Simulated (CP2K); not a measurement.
Consider 2-methoxythiophene at its PBE geometry (Å).

```xyz
13

C    -2.3546   -0.0369    0.1462
O    -1.3578   -1.0692    0.0638
C    -0.0736   -0.6198   -0.0077
C     0.4393    0.6610   -0.0304
C     1.8656    0.6538   -0.1100
C     2.4031   -0.6080   -0.1444
S     1.1756   -1.8252   -0.0808
H    -3.3155   -0.5570    0.2097
H    -2.3297    0.6013   -0.7507
H    -2.2012    0.5818    1.0440
H    -0.1666    1.5617    0.0069
H     2.4698    1.5583   -0.1416
H     3.4457   -0.9019   -0.2051
```

Method: CP2K XAS_TDP, all-electron GAPW, PBEh(45%), aug-cc-pVDZ, TDA, GW2X-corrected core level, no relativity.

Predict the bright core excitations at the C K edge.

Leading lines: C1 291.54 eV, C3 288.54 eV, C4 287.85 eV, C5 287.46 eV and C6 287.24 eV. The leading line of an atom is its first one with 35 % of the strongest within 2.5 eV of its lowest line over the strength cut. Core ionisation energies at this level: C4 291.50, C5 291.80, C6 291.75, C1 294.16 and C3 293.35 eV.

The first six lines of each atom with a strength over 0.0015:

| atom | energy (eV) | states | strength, one atom | above the computed threshold |
| --- | --- | --- | --- | --- |
| C1 (bonded to O and 3 H) | 291.54 | 1 | 0.0412 |  |
|  | 292.68 | 2 | 0.0381 |  |
|  | 292.83 | 1 | 0.0116 |  |
|  | 293.64 | 1 | 0.0027 |  |
|  | 293.88 | 1 | 0.0070 |  |
|  | 293.92 | 1 | 0.0023 |  |
| C3 (bonded to C, O and S) | 288.54 | 1 | 0.0587 |  |
|  | 290.63 | 1 | 0.0382 |  |
|  | 291.80 | 1 | 0.0098 |  |
|  | 291.98 | 1 | 0.0041 |  |
|  | 292.40 | 1 | 0.0019 |  |
|  | 293.12 | 1 | 0.0033 |  |
| C4 (bonded to 2 C and H) | 287.85 | 1 | 0.0380 |  |
|  | 289.47 | 1 | 0.0123 |  |
|  | 289.59 | 1 | 0.0089 |  |
|  | 290.71 | 1 | 0.0046 |  |
|  | 290.86 | 1 | 0.0016 |  |
|  | 291.39 | 1 | 0.0033 |  |
| C5 (bonded to 2 C and H) | 287.46 | 1 | 0.0477 |  |
|  | 289.96 | 1 | 0.0096 |  |
|  | 290.30 | 1 | 0.0077 |  |
|  | 290.57 | 1 | 0.0056 |  |
|  | 291.63 | 1 | 0.0017 |  |
|  | 291.90 | 1 | 0.0019 | yes |
| C6 (bonded to C, S and H) | 287.24 | 1 | 0.0468 |  |
|  | 289.27 | 1 | 0.0306 |  |
|  | 289.98 | 1 | 0.0135 |  |
|  | 290.82 | 1 | 0.0033 |  |
|  | 291.39 | 1 | 0.0034 |  |
|  | 292.02 | 1 | 0.0026 | yes |

Lines are vertical, at one geometry, with no vibrational structure. GW2X ionisation energies and lines can be off by 1 to 2 eV either way, and a good line position may hide errors that cancel. These values hold no scalar relativity, about 0.1 eV for C 1s. Rydberg lines, and the discretised continuum above threshold, depend on the basis and the box.

[Banner, clock and machine lines of the logs are left out without a mark of their own.]

[Logs are printed without paths, hosts, clocks, repeated set-up lines and the standing remarks that a program may print on its own settings, such as how far it seeks lower states.]

[Hosts, paths, dates, database ids (printed as entryN), source tags and the programs' standing remarks are cut or masked in the printed files.]
